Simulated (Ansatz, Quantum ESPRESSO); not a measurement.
# 2H-WOS, 1 layer: biaxial strain by an ASE script, part 2 of 2

Aim: band edges, gap and stiffness of 2H-WOS, 1 layer under biaxial strain.

Quantum ESPRESSO 7.5; plane-wave DFT, PBE, GBRV ultrasoft pseudopotentials; geometry by Ansatz 0.2.0 with PAW datasets.

So far: The starting structure; Geometry from Ansatz.

### Step 3. The script

Under ESM bc1 levels count from the vacuum, or from the mean of the two vacuum levels where the sheet has a dipole, so band edges at unlike strains can be compared.

Level of this step: plane-wave DFT, PBE, GBRV ultrasoft pseudopotentials (Quantum ESPRESSO 7.5).

Contents of run.py:

```python
import json
import numpy as np
from ase import Atoms
from ase.calculators.espresso import Espresso, EspressoProfile

profile = EspressoProfile(command='mpirun -n 2 pw.x -nk 2', pseudo_dir='../pseudo')
pseudopotentials = {'O': 'o_pbe_v1.2.uspp.F.UPF', 'S': 's_pbe_v1.4.uspp.F.UPF', 'W': 'w_pbe_v1.2.uspp.F.UPF'}
system = {'ecutwfc': 40, 'ecutrho': 200, 'occupations': 'smearing', 'smearing': 'fd', 'degauss': 0.002}


def calculator(name, kpts, **extra):
    data = dict(control=dict(tprnfor=True, verbosity='high', disk_io='none'),
                system=system | extra,
                electrons=dict(conv_thr=1e-09, mixing_beta=0.4, mixing_mode='plain',
                               electron_maxstep=100))
    return Espresso(profile=profile, directory=name, pseudopotentials=pseudopotentials, kpts=kpts, input_data=data)


def centre(atoms):
    z = atoms.positions[:, 2]
    atoms.positions[:, 2] -= (z.max() + z.min()) / 2  # ESM wants the slab about z = 0
    return atoms

sheet = Atoms(
    ['S', 'W', 'O'],
    scaled_positions=[
        [0.3333333333, 0.6666666667, 0.4235513267],
        [0.0000000000, 0.0000000000, 0.5142451273],
        [0.3333333333, 0.6666666667, 0.5789085925]],
    cell=[
        [3.006304379858, 0.000000000000, 0.000000000000],
        [-1.503152189929, 2.603535964465, 0.000000000000],
        [0.000000000000, 0.000000000000, 18.022203858000]],
    pbc=True)

rows = []
for strain in [-0.03, -0.015, 0.0, 0.015, 0.03]:
    atoms = sheet.copy()
    atoms.set_cell(sheet.cell.array * [[1 + strain], [1 + strain], [1]], scale_atoms=True)
    atoms = centre(atoms)
    atoms.calc = calculator(f's{strain:+.3f}', (12, 12, 1), assume_isolated='esm', esm_bc='bc1', nbnd=17)
    energy = atoms.get_potential_energy()
    levels = np.array([atoms.calc.get_eigenvalues(kpt=i) for i in range(len(atoms.calc.get_ibz_k_points()))])
    top, bottom = levels[:, 12].max(), levels[:, 13].min()
    direct = (levels[:, 13] - levels[:, 12]).min()
    rows.append([strain, energy, top, bottom, direct])
    print(f'strain {strain:+.3f}: E = {energy:.5f} eV, valence top {top:.3f}, conduction bottom {bottom:.3f}, '
          f'gap {bottom - top:.3f}, least direct gap {direct:.3f} eV')

x, energy, top, bottom, direct = np.array(rows).T
area = np.linalg.norm(np.cross(*sheet.cell[:2]))
stiffness = np.polyfit(x, energy, 2)[0] / area * 16.0218  # C11 + C12, heights clamped
print(f'valence and conduction edges move by {np.polyfit(x, top, 1)[0]:.2f} and {np.polyfit(x, bottom, 1)[0]:.2f} eV per unit biaxial strain')
print(f'C11 + C12 with clamped heights: {stiffness:.1f} N/m')
json.dump(dict(rows=rows, stiffness=stiffness), open('result.json', 'w'))
```

Started as:

```sh
$ OMP_NUM_THREADS=1 python run.py
```

The program printed:

```text
strain -0.030: E = -2934.16451 eV, valence top -5.731, conduction bottom -3.736, gap 1.995, least direct gap 2.682 eV
strain -0.015: E = -2934.27637 eV, valence top -5.665, conduction bottom -3.862, gap 1.803, least direct gap 2.509 eV
strain +0.000: E = -2934.31503 eV, valence top -5.609, conduction bottom -4.065, gap 1.544, least direct gap 2.333 eV
strain +0.015: E = -2934.28902 eV, valence top -5.564, conduction bottom -4.256, gap 1.308, least direct gap 2.158 eV
strain +0.030: E = -2934.20576 eV, valence top -5.529, conduction bottom -4.435, gap 1.094, least direct gap 1.997 eV
valence and conduction edges move by 3.37 and -11.94 eV per unit biaxial strain
C11 + C12 with clamped heights: 295.6 N/m
```

The job ended after 3.4 min (2 MPI ranks of Arm Neoverse V2, shared host; peak memory 0.51 GiB; 6.8 min of CPU time).

The input that ASE wrote for the first run, and its log:

```
&CONTROL
   verbosity        = 'high'
   tprnfor          = .true.
   disk_io          = 'none'
   pseudo_dir       = '../pseudo'
/
&SYSTEM
   nbnd             = 17
   ecutwfc          = 40
   ecutrho          = 200
   occupations      = 'smearing'
   degauss          = 0.002
   smearing         = 'fd'
   assume_isolated  = 'esm'
   esm_bc           = 'bc1'
   ntyp             = 3
   nat              = 3
   ibrav            = 0
/
&ELECTRONS
   electron_maxstep = 100
   conv_thr         = 1e-09
   mixing_mode      = 'plain'
   mixing_beta      = 0.4
/
&IONS
/
&CELL
/
&FCP
/
&RISM
/
ATOMIC_SPECIES
S 32.06 s_pbe_v1.4.uspp.F.UPF
W 183.84 w_pbe_v1.2.uspp.F.UPF
O 15.999 o_pbe_v1.2.uspp.F.UPF

K_POINTS automatic
12 12 1  0 0 0

CELL_PARAMETERS angstrom
2.91611524846226 0.00000000000000 0.00000000000000
-1.45805762423113 2.52542988553105 0.00000000000000
0.00000000000000 0.00000000000000 18.02220385800000

ATOMIC_POSITIONS angstrom
S -0.0000000001 1.6836199238 -1.3999401575  
W 0.0000000000 0.0000000000 0.2345620055  
O -0.0000000001 1.6836199238 1.3999401575
```

```text
Program PWSCF v.7.5 starts
[citation notice left out]

     Parallel version (MPI & OpenMP), running on       2 processor cores
     Number of MPI processes:                 2
     Threads/MPI process:                     1

     MPI processes distributed on     1 nodes
[... 1 line left out ...]

Warning: card &CELL ignored
Warning: card &FCP ignored
Warning: card &RISM ignored

     Current dimensions of program PWSCF are:
     Max number of different atomic species (ntypx) = 10
     Max number of k-points (npk) =  40000
     Max angular momentum in pseudopotentials (lmaxx) =  4
     Message from routine setup:
     using ibrav=0 with symmetry is DISCOURAGED, use correct ibrav instead

     K-points division:     npool     =       2
     Subspace diagonalization in iterative solution of the eigenvalue problem:
     a serial algorithm will be used

     G-vector sticks info
     --------------------
     sticks:   dense  smooth     PW     G-vecs:    dense   smooth      PW
     Sum         421     337    109                42933    30545    5393

     Using Slab Decomposition

     bravais-lattice index     =            0
     lattice parameter (alat)  =       5.5107  a.u.
     unit-cell volume          =     895.6627 (a.u.)^3
     number of atoms/cell      =            3
     number of atomic types    =            3
     number of electrons       =        26.00
     number of Kohn-Sham states=           17
     kinetic-energy cutoff     =      40.0000  Ry
     charge density cutoff     =     200.0000  Ry
     scf convergence threshold =      1.0E-09
     mixing beta               =       0.4000
     number of iterations used =            8  plain     mixing
     Exchange-correlation= SLA  PW   PBE  PBE
                           (   1   4   3   4   0   0   0)

     Effective Screening Medium Method
     =================================
     Boundary Conditions: Vacuum-Slab-Vacuum
     total charge in unit cell        =   0.0000
     grid points for fit at edges     =        4

[... 10 lines left out ...]
     PseudoPot. # 1 for S  read from file:
     ../pseudo/s_pbe_v1.4.uspp.F.UPF
     Pseudo is Ultrasoft + core correction, Zval =  6.0
     Generated by new atomic code, or converted to UPF format
     Using radial grid of  907 points,  6 beta functions with:
                l(1) =   0
                l(2) =   0
                l(3) =   1
                l(4) =   1
                l(5) =   2
                l(6) =   2
     Q(r) pseudized with  8 coefficients,  rinner =    1.300   1.300   1.300
                                                       1.300   1.300

     PseudoPot. # 2 for W  read from file:
     ../pseudo/w_pbe_v1.2.uspp.F.UPF
     Pseudo is Ultrasoft + core correction, Zval = 14.0
     Generated by new atomic code, or converted to UPF format
     Using radial grid of  923 points,  8 beta functions with:
                l(1) =   0
[... 443 lines left out ...]

          k = 0.0000 0.0000 0.0000 (  3873 PWs)   bands (ev):

   -80.3356 -44.7329 -44.2417 -44.2417 -25.3515 -21.0412 -13.3707 -10.9030
   -10.9030  -9.3860  -7.6443  -7.6443  -5.7311  -3.0004  -3.0003  -2.3411
    -2.3411

     occupation numbers
     1.0000   1.0000   1.0000   1.0000   1.0000   1.0000   1.0000   1.0000
     1.0000   1.0000   1.0000   1.0000   1.0000   0.0000   0.0000   0.0000
     0.0000

[... 144 lines left out ...]

     the Fermi energy is    -4.9813 ev

!    total energy              =    -215.65713264 Ry
     estimated scf accuracy    <          8.8E-10 Ry
     smearing contrib. (-TS)   =      -0.00000000 Ry
     internal energy E=F+TS    =    -215.65713264 Ry

     The total energy is F=E-TS. E is the sum of the following terms:
     one-electron contribution =     721.19126891 Ry
     hartree contribution      =    -365.47130841 Ry
     xc contribution           =     -57.16775577 Ry
     ewald contribution        =    -514.20933736 Ry

     convergence has been achieved in  18 iterations

     negative rho (up, down):  6.815E-02 0.000E+00

     Forces acting on atoms (cartesian axes, Ry/au):

     atom    1 type  1   force =     0.00000000    0.00000000   -0.03115504
     atom    2 type  2   force =     0.00000000    0.00000000   -0.00482327
     atom    3 type  3   force =     0.00000000    0.00000000    0.03588026
     The non-local contrib.  to forces
     atom    1 type  1   force =     0.00000000    0.00000000    0.20821772
     atom    2 type  2   force =     0.00000000    0.00000000   -0.04257697
     atom    3 type  3   force =     0.00000000    0.00000000   -1.33999058
     The ionic contribution  to forces
     atom    1 type  1   force =     0.00000000   -0.00000000  -55.54517708
     atom    2 type  2   force =    -0.00000000    0.00000000    3.58421861
     atom    3 type  3   force =     0.00000000   -0.00000000   51.96095847
     The local contribution  to forces
     atom    1 type  1   force =     0.00000000   -0.00000000   55.31514346
     atom    2 type  2   force =    -0.00000000    0.00000000   -3.55287188
     atom    3 type  3   force =     0.00000001   -0.00000001  -50.59228002
     The core correction contribution to forces
     atom    1 type  1   force =    -0.00000000    0.00000000   -0.00927027
     atom    2 type  2   force =     0.00000000   -0.00000000    0.00628479
     atom    3 type  3   force =     0.00000000   -0.00000000    0.00718002
     The Hubbard contrib.    to forces
     atom    1 type  1   force =     0.00000000    0.00000000    0.00000000
     atom    2 type  2   force =     0.00000000    0.00000000    0.00000000
     atom    3 type  3   force =     0.00000000    0.00000000    0.00000000
     The SCF correction term to forces
     atom    1 type  1   force =     0.00000000    0.00000000   -0.00006888
     atom    2 type  2   force =     0.00000000    0.00000000    0.00012217
     atom    3 type  3   force =     0.00000000   -0.00000000    0.00001237

     Total force =     0.047763     Total SCF correction =     0.000141
     Message from routine punch:
     Nothing written, as per user request (disk_io='none')

[... 1 line left out ...]

[... 1 line left out ...]

[... 1 line left out ...]

[... 3 lines left out ...]

[... 1 line left out ...]

[... 2 lines left out ...]

[... 1 line left out ...]

[... 1 line left out ...]

=------------------------------------------------------------------------------=
   JOB DONE.
=------------------------------------------------------------------------------=
```

Read from the output:

| Quantity | Value |
| --- | --- |
| biaxial stiffness | 295.6 N/m |

The band edge from the vacuum level by biaxial strain:

| biaxial strain (%) | valence top (eV) | conduction bottom (eV) |
| --- | --- | --- |
| -3.00 | -5.73 | -3.74 |
| -1.50 | -5.66 | -3.86 |
| 0.00 | -5.61 | -4.07 |
| 1.50 | -5.56 | -4.26 |
| 3.00 | -5.53 | -4.44 |

Gap against biaxial strain:

| biaxial strain (%) | on the mesh (eV) | least direct (eV) |
| --- | --- | --- |
| -3.00 | 1.99 | 2.68 |
| -1.50 | 1.80 | 2.51 |
| 0.00 | 1.54 | 2.33 |
| 1.50 | 1.31 | 2.16 |
| 3.00 | 1.09 | 2.00 |

Energy over the lowest against biaxial strain:

| biaxial strain (%) | energy over the lowest (meV) |
| --- | --- |
| -3.00 | 151 |
| -1.50 | 38.7 |
| 0.00 | 0 |
| 1.50 | 26.0 |
| 3.00 | 109 |

### Step 4. Running the series: PBE, SSSP efficiency

Level of this step: plane-wave DFT, PBE, SSSP efficiency pseudopotentials (Quantum ESPRESSO 7.5).

run.py, as its differences from the input of step 3:

```diff
@@ -6,4 +6,4 @@
 profile = EspressoProfile(command='mpirun -n 2 pw.x -nk 2', pseudo_dir='../pseudo')
-pseudopotentials = {'O': 'o_pbe_v1.2.uspp.F.UPF', 'S': 's_pbe_v1.4.uspp.F.UPF', 'W': 'w_pbe_v1.2.uspp.F.UPF'}
-system = {'ecutwfc': 40, 'ecutrho': 200, 'occupations': 'smearing', 'smearing': 'fd', 'degauss': 0.002}
+pseudopotentials = {'O': 'O.pbe-n-kjpaw_psl.0.1.UPF', 'S': 's_pbe_v1.4.uspp.F.UPF', 'W': 'W_pbe_v1.2.uspp.F.UPF'}
+system = {'ecutwfc': 45, 'ecutrho': 360, 'occupations': 'smearing', 'smearing': 'fd', 'degauss': 0.002}
```

Started as:

```sh
$ OMP_NUM_THREADS=1 python run.py
```

The program printed:

```text
strain -0.030: E = -3061.68387 eV, valence top -5.734, conduction bottom -3.741, gap 1.993, least direct gap 2.679 eV
strain -0.015: E = -3061.79376 eV, valence top -5.666, conduction bottom -3.864, gap 1.802, least direct gap 2.505 eV
strain +0.000: E = -3061.83098 eV, valence top -5.610, conduction bottom -4.067, gap 1.543, least direct gap 2.329 eV
strain +0.015: E = -3061.80375 eV, valence top -5.565, conduction bottom -4.257, gap 1.308, least direct gap 2.154 eV
strain +0.030: E = -3061.71966 eV, valence top -5.530, conduction bottom -4.436, gap 1.094, least direct gap 1.994 eV
valence and conduction edges move by 3.40 and -11.89 eV per unit biaxial strain
C11 + C12 with clamped heights: 294.0 N/m
```

Wall time 5.2 min (2 MPI ranks); peak memory 0.95 GiB.

This step gave:

- biaxial stiffness: 294.0 N/m

The band edge from the vacuum level by biaxial strain:

| biaxial strain (%) | valence top (eV) | conduction bottom (eV) |
| --- | --- | --- |
| -3.00 | -5.73 | -3.74 |
| -1.50 | -5.67 | -3.86 |
| 0.00 | -5.61 | -4.07 |
| 1.50 | -5.56 | -4.26 |
| 3.00 | -5.53 | -4.44 |

The gap by biaxial strain:

| biaxial strain (%) | on the mesh (eV) | least direct (eV) |
| --- | --- | --- |
| -3.00 | 1.99 | 2.68 |
| -1.50 | 1.80 | 2.51 |
| 0.00 | 1.54 | 2.33 |
| 1.50 | 1.31 | 2.15 |
| 3.00 | 1.09 | 1.99 |

Energy over the lowest against biaxial strain:

| biaxial strain (%) | energy over the lowest (meV) |
| --- | --- |
| -3.00 | 147 |
| -1.50 | 37.2 |
| 0.00 | 0 |
| 1.50 | 27.2 |
| 3.00 | 111 |

### Step 5. The script, with pools = 64

Another try, with an input changed as a hurried user might.

Level of this step: plane-wave DFT, PBE, GBRV ultrasoft pseudopotentials (Quantum ESPRESSO 7.5).

run.py, as its differences from the input of step 3:

```diff
@@ -5,3 +5,3 @@
 
-profile = EspressoProfile(command='mpirun -n 2 pw.x -nk 2', pseudo_dir='../pseudo')
+profile = EspressoProfile(command='mpirun -n 2 pw.x -nk 64', pseudo_dir='../pseudo')
 pseudopotentials = {'O': 'o_pbe_v1.2.uspp.F.UPF', 'S': 's_pbe_v1.4.uspp.F.UPF', 'W': 'w_pbe_v1.2.uspp.F.UPF'}
@@ -14,3 +14,3 @@
                 electrons=dict(conv_thr=1e-09, mixing_beta=0.4, mixing_mode='plain',
-                               electron_maxstep=100))
+                               electron_maxstep=60))
     return Espresso(profile=profile, directory=name, pseudopotentials=pseudopotentials, kpts=kpts, input_data=data)
@@ -36,3 +36,3 @@
 rows = []
-for strain in [-0.03, -0.015, 0.0, 0.015, 0.03]:
+for strain in [-0.03, -0.015, 0.0]:
     atoms = sheet.copy()
```

Started as:

```sh
$ OMP_NUM_THREADS=1 python run.py
```

The program printed:

```text
subprocess.CalledProcessError: the calculator's command failed
```

Wall time 2 s (2 MPI ranks); peak memory 0.16 GiB.

The input that ASE wrote for the run that failed, and its log:

```
&CONTROL
   verbosity        = 'high'
   tprnfor          = .true.
   disk_io          = 'none'
   pseudo_dir       = '../pseudo'
/
&SYSTEM
   nbnd             = 17
   ecutwfc          = 40
   ecutrho          = 200
   occupations      = 'smearing'
   degauss          = 0.002
   smearing         = 'fd'
   assume_isolated  = 'esm'
   esm_bc           = 'bc1'
   ntyp             = 3
   nat              = 3
   ibrav            = 0
/
&ELECTRONS
   electron_maxstep = 60
   conv_thr         = 1e-09
   mixing_mode      = 'plain'
   mixing_beta      = 0.4
/
&IONS
/
&CELL
/
&FCP
/
&RISM
/
ATOMIC_SPECIES
S 32.06 s_pbe_v1.4.uspp.F.UPF
W 183.84 w_pbe_v1.2.uspp.F.UPF
O 15.999 o_pbe_v1.2.uspp.F.UPF

K_POINTS automatic
12 12 1  0 0 0

CELL_PARAMETERS angstrom
2.91611524846226 0.00000000000000 0.00000000000000
-1.45805762423113 2.52542988553105 0.00000000000000
0.00000000000000 0.00000000000000 18.02220385800000

ATOMIC_POSITIONS angstrom
S -0.0000000001 1.6836199238 -1.3999401575  
W 0.0000000000 0.0000000000 0.2345620055  
O -0.0000000001 1.6836199238 1.3999401575
```

```text
Program PWSCF v.7.5 starts
[citation notice left out]

     Parallel version (MPI & OpenMP), running on       2 processor cores
     Number of MPI processes:                 2
     Threads/MPI process:                     1

     MPI processes distributed on     1 nodes
[... 1 line left out ...]

Warning: card &CELL ignored
Warning: card &FCP ignored
Warning: card &RISM ignored

     Current dimensions of program PWSCF are:
     Max number of different atomic species (ntypx) = 10
     Max number of k-points (npk) =  40000
     Max angular momentum in pseudopotentials (lmaxx) =  4
     Message from routine setup:
     using ibrav=0 with symmetry is DISCOURAGED, use correct ibrav instead

 %%%%%%%%%%%%%%%%%%%%%%%%%%%%%%%%%%%%%%%%%%%%%%%%%%%%%%%%%%%%%%%%%%%%%%%%%%%%%%
     Error in routine mp_start_pools (1):
     invalid number of pools, out of range
 %%%%%%%%%%%%%%%%%%%%%%%%%%%%%%%%%%%%%%%%%%%%%%%%%%%%%%%%%%%%%%%%%%%%%%%%%%%%%%

     stopping ...
```

The program refused the input before any cycle.

The fault put into the input: more pools than k-points or ranks (pools = 64).

The number of pools must divide the number of ranks; pools beyond the number of k-points stand idle.

### Step 6. A check by hand

Under equal strain ε in the plane, E = A (C11 + C12) ε². From the points at ±1.5 %: d²E/dε² = (38.67 + 26.02 − 2 × 0.00) meV / 0.015² = 287 eV, and 287/(2 × 7.827 Å²) × 16.02 = 294 N/m.

### Step 7. Results

```json
{
  "C11 + C12, heights clamped, PBE, GBRV ultrasoft": "296 N/m",
  "gap on the mesh at zero strain, PBE, GBRV ultrasoft": "1.54 eV",
  "valence top below the mean of the two vacuum levels at zero strain, PBE, GBRV ultrasoft": "5.61 eV",
  "shift of the valence top per unit biaxial strain, PBE, GBRV ultrasoft": "3.4 eV",
  "C11 + C12, heights clamped, PBE, SSSP efficiency": "294 N/m",
  "gap on the mesh at zero strain, PBE, SSSP efficiency": "1.54 eV",
  "valence top below the mean of the two vacuum levels at zero strain, PBE, SSSP efficiency": "5.61 eV",
  "shift of the valence top per unit biaxial strain, PBE, SSSP efficiency": "3.4 eV"
}
```

The sheet's biaxial stiffness comes to 296 N/m and its gap at zero strain to 1.54 eV (PBE, GBRV ultrasoft). From −3 % to +3 % the gap on the mesh goes from 1.99 to 1.09 eV; it is indirect at every strain. The conduction bottom bends along the series, so the script's straight-line slope describes it poorly. Heights are clamped under strain, which makes a sheet with several atomic planes too stiff. Semilocal gaps are too small. The sheet carries a dipole, so the two faces have unlike vacuum levels and the zero lies between them. Spin-orbit coupling is left out; depending on the atoms that carry the levels of interest, it can split and shift them by tenths of an eV to an eV or more.

[Logs are printed without paths, hosts, clocks, repeated set-up lines and the standing remarks that a program may print on its own settings, such as how far it seeks lower states.]

[Hosts, paths, dates, database ids (printed as entryN), source tags and the programs' standing remarks are cut or masked in the printed files.]

[Maps of the electrostatic potential energy from Ansatz leave out the sawtooth potential of an applied field or a dipole correction, so their vacuum need not be flat; planar profiles and work functions include it.]
